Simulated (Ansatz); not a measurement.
# Cs on Ni(100): change of the work function, part 2 of 4

How does Cs on the hollow site change the work function of Ni(100) as the layer fills?

Ansatz 0.2.0; plane-wave DFT, PBE, Ansatz PAW.

So far, work function, upper face (eV): step 2 (the clean slab) 4.88.

### 3. The covered slab, k-mesh 4×4×1, coverage 0.111 ML

System of this step: Cs/Ni(100). The cell holds 37 atoms: 36 Ni and 1 Cs. Cell: a = 7.467 Å, b = 7.467 Å, c = 26.593 Å, α = 90.0°, β = 90.0°, γ = 90.0°. Vacuum lies along c.

The clean slab as it ended is repeated in the plane and the adsorbate is set on one face; the cell's size fixes the coverage, and the k-mesh shrinks with it to keep the sampling density about even. Adsorbate and upper layers relax, since the dipole depends on the height.

Contents of input.yaml:

```yaml
crystal:
  lattice:
    - [7.4670476094, 0.0, 0.0]
    - [0.0, 7.4670476094, 0.0]
    - [0.0, 0.0, 26.5926339927]
  atoms:
    - { symbol: Ni, position: [0.1666666667, 0.1666666667, 0.3384395845], spin: 0.76 }
    - { symbol: Ni, position: [0.0, 0.0, 0.4046233255], spin: 0.69 }
    - { symbol: Ni, position: [0.1666666667, 0.1666666667, 0.471639965], spin: 0.7 }
    - { symbol: Ni, position: [0.0, 0.0, 0.5353219847], spin: 0.76 }
    - { symbol: Ni, position: [0.1666666667, 0.5, 0.3384395845], spin: 0.76 }
    - { symbol: Ni, position: [0.0, 0.3333333333, 0.4046233255], spin: 0.69 }
    - { symbol: Ni, position: [0.1666666667, 0.5, 0.471639965], spin: 0.7 }
    - { symbol: Ni, position: [0.0, 0.3333333333, 0.5353219847], spin: 0.76 }
    - { symbol: Ni, position: [0.1666666667, 0.8333333333, 0.3384395845], spin: 0.76 }
    - { symbol: Ni, position: [0.0, 0.6666666667, 0.4046233255], spin: 0.69 }
    - { symbol: Ni, position: [0.1666666667, 0.8333333333, 0.471639965], spin: 0.7 }
    - { symbol: Ni, position: [0.0, 0.6666666667, 0.5353219847], spin: 0.76 }
    - { symbol: Ni, position: [0.5, 0.1666666667, 0.3384395845], spin: 0.76 }
    - { symbol: Ni, position: [0.3333333333, 0.0, 0.4046233255], spin: 0.69 }
    - { symbol: Ni, position: [0.5, 0.1666666667, 0.471639965], spin: 0.7 }
    - { symbol: Ni, position: [0.3333333333, 0.0, 0.5353219847], spin: 0.76 }
    - { symbol: Ni, position: [0.5, 0.5, 0.3384395845], spin: 0.76 }
    - { symbol: Ni, position: [0.3333333333, 0.3333333333, 0.4046233255], spin: 0.69 }
    - { symbol: Ni, position: [0.5, 0.5, 0.471639965], spin: 0.7 }
    - { symbol: Ni, position: [0.3333333333, 0.3333333333, 0.5353219847], spin: 0.76 }
    - { symbol: Ni, position: [0.5, 0.8333333333, 0.3384395845], spin: 0.76 }
    - { symbol: Ni, position: [0.3333333333, 0.6666666667, 0.4046233255], spin: 0.69 }
    - { symbol: Ni, position: [0.5, 0.8333333333, 0.471639965], spin: 0.7 }
    - { symbol: Ni, position: [0.3333333333, 0.6666666667, 0.5353219847], spin: 0.76 }
    - { symbol: Ni, position: [0.8333333333, 0.1666666667, 0.3384395845], spin: 0.76 }
    - { symbol: Ni, position: [0.6666666667, 0.0, 0.4046233255], spin: 0.69 }
    - { symbol: Ni, position: [0.8333333333, 0.1666666667, 0.471639965], spin: 0.7 }
    - { symbol: Ni, position: [0.6666666667, 0.0, 0.5353219847], spin: 0.76 }
    - { symbol: Ni, position: [0.8333333333, 0.5, 0.3384395845], spin: 0.76 }
    - { symbol: Ni, position: [0.6666666667, 0.3333333333, 0.4046233255], spin: 0.69 }
    - { symbol: Ni, position: [0.8333333333, 0.5, 0.471639965], spin: 0.7 }
    - { symbol: Ni, position: [0.6666666667, 0.3333333333, 0.5353219847], spin: 0.76 }
    - { symbol: Ni, position: [0.8333333333, 0.8333333333, 0.3384395845], spin: 0.76 }
    - { symbol: Ni, position: [0.6666666667, 0.6666666667, 0.4046233255], spin: 0.69 }
    - { symbol: Ni, position: [0.8333333333, 0.8333333333, 0.471639965], spin: 0.7 }
    - { symbol: Ni, position: [0.6666666667, 0.6666666667, 0.5353219847], spin: 0.76 }
    - { symbol: Cs, position: [0.1666666667, 0.1666666667, 0.6615604155] }
magnetization:
  spin_polarized: true
kpoints:
  mp_grid: { grid: [4, 4, 1] }
hamiltonian:
  xc: pbe
scf:
  occupations: { method: fermi_dirac, width: 0.1 }
  convergence: { dr2_threshold: 1.0e-08 }
efield:
  axis: 3
  dipole_correction: true
  ramp_position: 0.97
  ramp_width: 0.06
relax:
  f_tol: 0.02
  max_steps: 60
  constraints:
    - { sites: [0, 1, 4, 5, 8, 9, 12, 13, 16, 17, 20, 21, 24, 25, 28, 29, 32, 33] }
output:
  write_potential: true
  write_density: true
  volumetric_format: npy
```

Started as:

```console
> ansatz run input.yaml --threads 4 --pin off --max-ram 16384MiB --backend cpu --events-out ev --progress --plain --runs-dir out
```

Numbers of over 12 decimals in the logs are rounded to 6 here.

The log of the run:

```text
[...]
Crystal: 37 atoms, lattice volume = 1482.720 Å³
Basis set: ecut = 420 eV, 29025 PW (Γ), exchange–correlation on 100×100×360 points (8 copies of the dense FFT grid, shifted against one another)
Bands: 410, of which v1, the nominal top of the filled ones, is band 329 counted from 1 (328 counted from 0)
Symmetry: 8 space group operations
k-points: 6 of 16
[...]
Starting moments: Σ|m| = 26.19 μB on 36 of 37 sites
[...]
SCF iter   1: F=—  HF=-215852.575588 eV  |F-HF|=—  |Δ(HF+E_count)|=         —  Δρ=2.02e-2 (↑1.34e-2 ↓2.02e-2)  dr2=4.25e1  dr2_m=1.95e0  M=27.418 μB ∫|m|=28.619 μB  β_m=1.00  ethr=3.10e-3  p=-0.000 e·Å  D=-1.06e-7 V/Å  ΔV_dip=0.00 eV  dr2_dipole=1.09e0  V_vac-E_F(+/−)=7.06/7.06 eV  ⟨swp⟩=10.3  Hψ=24841  notcnv=0  defer=381
[...]
SCF iter  20: F=-215887.469654 eV  HF=-215887.469654 eV  |F-HF|=3.23e-9  |Δ(HF+E_count)|=   1.31e-9  Δρ=3.24e-7 (↑9.56e-8 ↓3.24e-7)  dr2=3.35e-9  dr2_m=2.16e-10  M=24.244 μB ∫|m|=27.786 μB  ethr=1.00e-12  p=1.095 e·Å  D=1.34e-1 V/Å  ΔV_dip=-3.55 eV  dr2_dipole=1.65e-10  V_vac-E_F(+/−)=1.34/4.90 eV  ⟨swp⟩=6.4  Hψ=28363  notcnv=0
SCF 1 converged in 20 iterations: F = -215887.469654 eV  dr2 = 3.35e-9
[...]
relax step   1: F+E_penalty+E_count = -215887.46965419 eV  Δ(F+E_penalty+E_count) = +0.000e0 eV  max|allowed force component| = 6.399e-1 eV/Å  Δτ_max = 0.0000 Å  (20 SCF iters, accepted)
[...]
SCF iter  13: F=-215887.536091 eV  HF=-215887.536091 eV  |F-HF|=6.00e-9  |Δ(HF+E_count)|=  5.82e-11  Δρ=2.12e-7 (↑4.28e-8 ↓2.12e-7)  dr2=1.14e-9  dr2_m=1.33e-10  M=24.214 μB ∫|m|=27.763 μB  ethr=1.00e-12  p=1.067 e·Å  D=1.30e-1 V/Å  ΔV_dip=-3.46 eV  dr2_dipole=8.91e-11  V_vac-E_F(+/−)=1.43/4.90 eV  ⟨swp⟩=6.3  Hψ=26537  notcnv=0
SCF 2 converged in 13 iterations: F = -215887.536091 eV  dr2 = 1.14e-9
relax step   2: F+E_penalty+E_count = -215887.53609057 eV  Δ(F+E_penalty+E_count) = -6.644e-2 eV  max|allowed force component| = 5.261e-1 eV/Å  Δτ_max = 0.1108 Å  (13 SCF iters, accepted)
SCF iter   1: F=—  HF=-215887.617016 eV  |F-HF|=—  |Δ(HF+E_count)|=         —  Δρ=6.42e-4 (↑5.43e-4 ↓6.42e-4)  dr2=5.57e-2  dr2_m=1.59e-3  M=24.182 μB ∫|m|=27.745 μB  β_m=1.00  ethr=6.10e-5  p=1.067 e·Å  D=1.30e-1 V/Å  ΔV_dip=-3.46 eV  dr2_dipole=2.09e-2  V_vac-E_F(+/−)=1.45/4.91 eV  ⟨swp⟩=6.9  Hψ=14882  notcnv=0  defer=110
[...]
SCF iter  16: F=-215887.614273 eV  HF=-215887.614273 eV  |F-HF|=1.10e-8  |Δ(HF+E_count)|=   1.02e-9  Δρ=4.13e-7 (↑7.52e-8 ↓4.13e-7)  dr2=8.27e-9  dr2_m=4.10e-10  M=24.166 μB ∫|m|=27.722 μB  ethr=1.00e-12  p=0.990 e·Å  D=1.21e-1 V/Å  ΔV_dip=-3.21 eV  dr2_dipole=1.62e-9  V_vac-E_F(+/−)=1.68/4.90 eV  ⟨swp⟩=6.1  Hψ=26335  notcnv=0
SCF 3 converged in 16 iterations: F = -215887.614273 eV  dr2 = 8.27e-9
relax step   3: F+E_penalty+E_count = -215887.61427278 eV  Δ(F+E_penalty+E_count) = -7.818e-2 eV  max|allowed force component| = 2.179e-1 eV/Å  Δτ_max = 0.1960 Å  (16 SCF iters, accepted)
[...]
relax step   4: F+E_penalty+E_count = -215887.62620070 eV  Δ(F+E_penalty+E_count) = -1.193e-2 eV  max|allowed force component| = 7.582e-2 eV/Å  Δτ_max = 0.1497 Å  (15 SCF iters, accepted)
SCF iter   1: F=—  HF=-215887.629311 eV  |F-HF|=—  |Δ(HF+E_count)|=         —  Δρ=1.34e-4 (↑1.02e-4 ↓1.34e-4)  dr2=3.20e-3  dr2_m=7.00e-5  M=24.118 μB ∫|m|=27.663 μB  β_m=1.00  ethr=9.89e-7  p=0.925 e·Å  D=1.13e-1 V/Å  ΔV_dip=-3.00 eV  dr2_dipole=1.32e-3  V_vac-E_F(+/−)=1.89/4.89 eV  ⟨swp⟩=6.2  Hψ=13859  notcnv=0  defer=152
[...]
SCF iter  14: F=-215887.627576 eV  HF=-215887.627576 eV  |F-HF|=7.92e-9  |Δ(HF+E_count)|=  8.73e-11  Δρ=3.65e-7 (↑4.87e-8 ↓3.65e-7)  dr2=7.09e-9  dr2_m=3.69e-10  M=24.121 μB ∫|m|=27.669 μB  ethr=1.00e-12  p=0.941 e·Å  D=1.15e-1 V/Å  ΔV_dip=-3.05 eV  dr2_dipole=1.49e-9  V_vac-E_F(+/−)=1.84/4.90 eV  ⟨swp⟩=5.7  Hψ=24119  notcnv=0
SCF 5 converged in 14 iterations: F = -215887.627576 eV  dr2 = 7.09e-9
relax step   5: F+E_penalty+E_count = -215887.62757629 eV  Δ(F+E_penalty+E_count) = -1.376e-3 eV  max|allowed force component| = 5.199e-3 eV/Å  Δτ_max = 0.0333 Å  (14 SCF iters, accepted)
NSCF: frozen V_eff on 6 k-points
[...]
SCF converged after 14 iterations
Magnetization: 24.1211 μB (340.5605 up, 316.4395 down)
Absolute magnetization: 27.6945 μB (∫|ρ↑−ρ↓|, with the PAW one-centre terms)
[...]
Per-site moments (μB) at R_I (Å): [(0.762897, 1.026719), (0.692916, 1.026719), (0.683901, 1.006807), (0.683732, 1.004932), (0.763765, 1.026719), (0.692916, 1.026719), (0.684119, 1.005688), (0.683732, 1.004932), (0.763765, 1.026719), (0.690369, 1.026719), (0.684119, 1.005688), (0.735431, 1.011849), (0.763765, 1.026719), (0.692916, 1.026719), (0.684119, 1.005688), (0.683732, 1.004932), (0.763287, 1.026719), (0.692916,  [...]
Free energy (F): -215887.627576 eV
[...]
Internal energy: -215885.491292 eV  (E = F + TS)
E sigma→0 (E₀):  -215886.559434 eV
Entropy (-TS):   -2.136284 eV (-57.737 meV/atom)
Fermi energy:    2.689570 eV
Dipole field:    D = 0.114836 V/Å  (p = 0.940966 e·Å, saw-weighted, corrected)
Work function:   Φ+ = 1.8415 eV   Φ− = 4.8953 eV
[...]
--- Forces (eV/Å), atoms counted from 1 ---
  atom   1  Ni    -0.00000000     0.00000000     0.32808451
  atom   2  Ni    -0.01684083    -0.01684083    -0.31482212
  atom   3  Ni    -0.00000000     0.00000000     0.00459397
  atom   4  Ni    -0.00148183    -0.00148183    -0.00519930
  atom   5  Ni     0.00000000     0.00066159     0.32932568
  atom   6  Ni    -0.01684083     0.01684083    -0.31482212
  atom   7  Ni     0.00000000     0.00184774     0.00238656
  atom   8  Ni    -0.00148183     0.00148183    -0.00519930
  atom   9  Ni     0.00000000    -0.00066159     0.32932568
  atom  10  Ni    -0.01484962     0.00000000    -0.33659415
  atom  11  Ni     0.00000000    -0.00184774     0.00238656
  atom  12  Ni     0.00125838     0.00000000     0.00066145
  atom  13  Ni     0.00066159     0.00000000     0.32932568
  atom  14  Ni     0.01684083    -0.01684083    -0.31482212
  atom  15  Ni     0.00184774     0.00000000     0.00238656
  atom  16  Ni     0.00148183    -0.00148183    -0.00519930
  atom  17  Ni     0.00114101     0.00114101     0.32786322
  atom  18  Ni     0.01684083     0.01684083    -0.31482212
  atom  19  Ni     0.00219206     0.00219206     0.00091973
  atom  20  Ni     0.00148183     0.00148183    -0.00519930
  atom  21  Ni     0.00114101    -0.00114101     0.32786322
  atom  22  Ni     0.01484962     0.00000000    -0.33659415
  atom  23  Ni     0.00219206    -0.00219206     0.00091973
  atom  24  Ni    -0.00125838     0.00000000     0.00066145
  atom  25  Ni    -0.00066159     0.00000000     0.32932568
  atom  26  Ni     0.00000000    -0.01484962    -0.33659415
  atom  27  Ni    -0.00184774     0.00000000     0.00238656
  atom  28  Ni     0.00000000     0.00125838     0.00066145
  atom  29  Ni    -0.00114101     0.00114101     0.32786322
  atom  30  Ni     0.00000000     0.01484962    -0.33659415
  atom  31  Ni    -0.00219206     0.00219206     0.00091973
  atom  32  Ni     0.00000000    -0.00125838     0.00066145
  atom  33  Ni    -0.00114101    -0.00114101     0.32786322
  atom  34  Ni    -0.00000000     0.00000000    -0.34841681
  atom  35  Ni    -0.00219206    -0.00219206     0.00091973
  atom  36  Ni    -0.00000000     0.00000000     0.00248827
  atom  37  Cs     0.00000000     0.00000000    -0.00481981
  max |Σ_I F_I| component: 9.45e-5 eV/Å
--- Band table (eV; the first three rows and the last of 12) ---
  k-point 0 ↑: bands = [... 325 lower, 2.0148, 2.0148, 2.0263, 2.1062, 2.1123, 2.1133, 2.1133, 2.1188, ... 77 higher]
  k-point 1 ↑: bands = [... 325 lower, 2.0249, 2.0792, 2.0802, 2.0902, 2.0949, 2.1008, 2.1165, 2.1248, ... 77 higher]
  k-point 2 ↑: bands = [... 325 lower, 2.0543, 2.0741, 2.0751, 2.0845, 2.0862, 2.0872, 2.0887, 2.1645, ... 77 higher]
  k-point 5 ↓: bands = [... 325 lower, 2.8811, 2.8831, 2.8831, 2.9954, 2.9974, 2.9974, 2.9989, 3.0537, ... 77 higher]
--- Relaxed structure (5 steps of the walk, 5 accepted, 0 SCFs on fresh bases) ---
  F+E_penalty+E_count = -215887.62757629 eV   max|allowed force component| = 5.199e-3 eV/Å
  atoms:
    - { symbol: Ni, position: [0.166667, 0.166667, 0.3384395845] }
    - { symbol: Ni, position: [1.6666659794015235e-11, 1.6666659794015235e-11, 0.404623] }
    - { symbol: Ni, position: [0.166667, 0.166667, 0.471311] }
    - { symbol: Ni, position: [-6.52354052605526e-5, -6.523540526055262e-5, 0.534874] }
    - { symbol: Ni, position: [0.166667, 0.500000, 0.3384395845] }
    - { symbol: Ni, position: [1.6666659794015235e-11, 0.333333, 0.404623] }
    - { symbol: Ni, position: [0.166667, 0.500804, 0.471598] }
    - { symbol: Ni, position: [-6.52354052605526e-5, 0.333399, 0.534874] }
    - { symbol: Ni, position: [0.166667, 0.833333, 0.3384395845] }
    - { symbol: Ni, position: [1.6666659794015235e-11, 0.666667, 0.404623] }
    - { symbol: Ni, position: [0.166667, 0.832529, 0.471598] }
    - { symbol: Ni, position: [0.000199689, 0.666667, 0.536055] }
    - { symbol: Ni, position: [0.500000, 0.166667, 0.3384395845] }
    - { symbol: Ni, position: [0.333333, 1.6666659794015235e-11, 0.404623] }
    - { symbol: Ni, position: [0.500804, 0.166667, 0.471598] }
    - { symbol: Ni, position: [0.333399, -6.523540526055258e-5, 0.534874] }
    - { symbol: Ni, position: [0.500000, 0.500000, 0.3384395845] }
    - { symbol: Ni, position: [0.333333, 0.333333, 0.404623] }
    - { symbol: Ni, position: [0.500559, 0.500559, 0.471736] }
    - { symbol: Ni, position: [0.333399, 0.333399, 0.534874] }
    - { symbol: Ni, position: [0.500000, 0.833333, 0.3384395845] }
    - { symbol: Ni, position: [0.333333, 0.666667, 0.404623] }
    - { symbol: Ni, position: [0.500559, 0.832774, 0.471736] }
    - { symbol: Ni, position: [0.333134, 0.666667, 0.536055] }
    - { symbol: Ni, position: [0.833333, 0.166667, 0.3384395845] }
    - { symbol: Ni, position: [0.666667, 1.6666659794015235e-11, 0.404623] }
    - { symbol: Ni, position: [0.832529, 0.166667, 0.471598] }
    - { symbol: Ni, position: [0.666667, 0.000199689, 0.536055] }
    - { symbol: Ni, position: [0.833333, 0.500000, 0.3384395845] }
    - { symbol: Ni, position: [0.666667, 0.333333, 0.404623] }
    - { symbol: Ni, position: [0.832774, 0.500559, 0.471736] }
    - { symbol: Ni, position: [0.666667, 0.333134, 0.536055] }
    - { symbol: Ni, position: [0.833333, 0.833333, 0.3384395845] }
    - { symbol: Ni, position: [0.666667, 0.666667, 0.404623] }
    - { symbol: Ni, position: [0.832774, 0.832774, 0.471736] }
    - { symbol: Ni, position: [0.666667, 0.666667, 0.535995] }
    - { symbol: Cs, position: [0.166667, 0.166667, 0.645646] }
```

It took 50 min on 4 threads of Arm Neoverse V1, shared host; peak memory 12 GiB; 3.2 h of CPU time.

Step by step:

```
step  energy less that of the first step (eV)  largest force component (eV/Å)
   1                                   0.0000                          0.6399
   2                                  -0.0664                          0.5261
   3                                  -0.1446                          0.2179
   4                                  -0.1565                          0.0758
   5                                  -0.1579                          0.0052
```

The run keeps the 8 symmetry operations that it works with, so distortions that break them were not tested.

The atoms that moved most (Å):

```
atom      dx      dy      dz  length
Cs37   0.000   0.000  -0.423   0.423
Ni32   0.000  -0.001   0.019   0.020
Ni24  -0.001   0.000   0.019   0.020
Ni12   0.001   0.000   0.019   0.020
Ni28   0.000   0.001   0.019   0.020
Ni36   0.000   0.000   0.018   0.018
 Ni4   0.000   0.000  -0.012   0.012
Ni16   0.000   0.000  -0.012   0.012
```

The relaxed structure:

```xyz
37
Lattice="7.4670 0.0000 0.0000 0.0000 7.4670 0.0000 0.0000 0.0000 26.5926" Properties=species:S:1:pos:R:3
Ni    1.2445    1.2445    9.0000
Ni    0.0000    0.0000   10.7600
Ni    1.2445    1.2445   12.5334
Ni   -0.0005   -0.0005   14.2237
Ni    1.2445    3.7335    9.0000
Ni    0.0000    2.4890   10.7600
Ni    1.2445    3.7395   12.5410
Ni   -0.0005    2.4895   14.2237
Ni    1.2445    6.2225    9.0000
Ni    0.0000    4.9780   10.7600
Ni    1.2445    6.2165   12.5410
Ni    0.0015    4.9780   14.2551
Ni    3.7335    1.2445    9.0000
Ni    2.4890    0.0000   10.7600
Ni    3.7395    1.2445   12.5410
Ni    2.4895   -0.0005   14.2237
Ni    3.7335    3.7335    9.0000
Ni    2.4890    2.4890   10.7600
Ni    3.7377    3.7377   12.5447
Ni    2.4895    2.4895   14.2237
Ni    3.7335    6.2225    9.0000
Ni    2.4890    4.9780   10.7600
Ni    3.7377    6.2184   12.5447
Ni    2.4875    4.9780   14.2551
Ni    6.2225    1.2445    9.0000
Ni    4.9780    0.0000   10.7600
Ni    6.2165    1.2445   12.5410
Ni    4.9780    0.0015   14.2551
Ni    6.2225    3.7335    9.0000
Ni    4.9780    2.4890   10.7600
Ni    6.2184    3.7377   12.5447
Ni    4.9780    2.4875   14.2551
Ni    6.2225    6.2225    9.0000
Ni    4.9780    4.9780   10.7600
Ni    6.2184    6.2184   12.5447
Ni    4.9780    4.9780   14.2535
Cs    1.2445    1.2445   17.1694
```

This step gave:

```yaml
energy_at_zero_smearing: -215886.5594 eV
total_moment: 24.12 μB
work_function_upper_face: 1.842 eV
work_function_lower_face: 4.895 eV
dipole_along_the_normal: 0.9410 e·Å
step_between_the_vacuum_levels: -3.054 eV
```

Running mean over 1.76 Å of the planar mean; the ramp of the sawtooth is left out. Electron's electrostatic potential energy less the Fermi level against z:

| z (Å) | electron's electrostatic potential energy less the Fermi level (eV) |
| --- | --- |
| 3.5 | 4.90 |
| 4.0 | 4.90 |
| 4.5 | 4.89 |
| 5.0 | 4.89 |
| 5.5 | 4.88 |
| 6.0 | 4.86 |
| 6.5 | 4.76 |
| 7.0 | 4.39 |
| 7.5 | 2.94 |
| 8.0 | -1.70 |
| 8.5 | -7.37 |
| 9.0 | -9.87 |
| 9.5 | -10.2 |
| 10.0 | -10.3 |
| 10.5 | -10.3 |
| 11.0 | -10.3 |
| 11.5 | -10.1 |
| 12.0 | -10.2 |
| 12.5 | -10.4 |
| 13.0 | -10.8 |
| 13.5 | -11.0 |
| 14.0 | -10.4 |
| 14.5 | -9.10 |
| 15.0 | -4.80 |
| 15.5 | 0.448 |
| 16.0 | 2.24 |
| 16.5 | 1.70 |
| 17.0 | 0.882 |
| 17.5 | 0.617 |
| 18.0 | 0.882 |
| 18.5 | 1.33 |
| 19.0 | 1.68 |
| 19.5 | 1.80 |
| 20.0 | 1.83 |
| 20.5 | 1.83 |
| 21.0 | 1.84 |
| 21.5 | 1.84 |
| 22.0 | 1.84 |
| 22.5 | 1.84 |
| 23.0 | 1.84 |

Site moment by element, in μB:

| element | atoms | mean | spread (r.m.s.) | least | largest |
| --- | --- | --- | --- | --- | --- |
| Ni | 36 | 0.714 | 0.033 | 0.684 | 0.764 |
| Cs | 1 | -0.013 | 0.000 | -0.013 | -0.013 |

The atoms farthest from the mean of their element:

```csv
atom,"x, y, z (Å)",site moment (μB)
Ni5,"1.24, 3.73, 9.00",0.764
Ni13,"3.73, 1.24, 9.00",0.764
Ni25,"6.22, 1.24, 9.00",0.764
Ni9,"1.24, 6.22, 9.00",0.764
Ni17,"3.73, 3.73, 9.00",0.763
Ni33,"6.22, 6.22, 9.00",0.763
Ni29,"6.22, 3.73, 9.00",0.763
Ni21,"3.73, 6.22, 9.00",0.763
```

The relaxation took 5 steps and lowered the energy by 0.16 eV; the largest force on the free atoms ends at 0.0052 eV/Å.

The covered face has 1.84 eV, -3.04 eV against the clean one; the bare back face has moved by +0.01 eV, a measure of how thin the slab is.

(Part 2 of 4 ends here.)

[Logs are printed without paths, hosts, clocks, repeated set-up lines and the standing remarks that a program may print on its own settings, such as how far it seeks lower states.]

[Hosts, paths, dates, database ids (printed as entryN), source tags and the programs' standing remarks are cut or masked in the printed files.]

[Maps of the electrostatic potential energy from Ansatz leave out the sawtooth potential of an applied field or a dipole correction, so their vacuum need not be flat; planar profiles and work functions include it.]
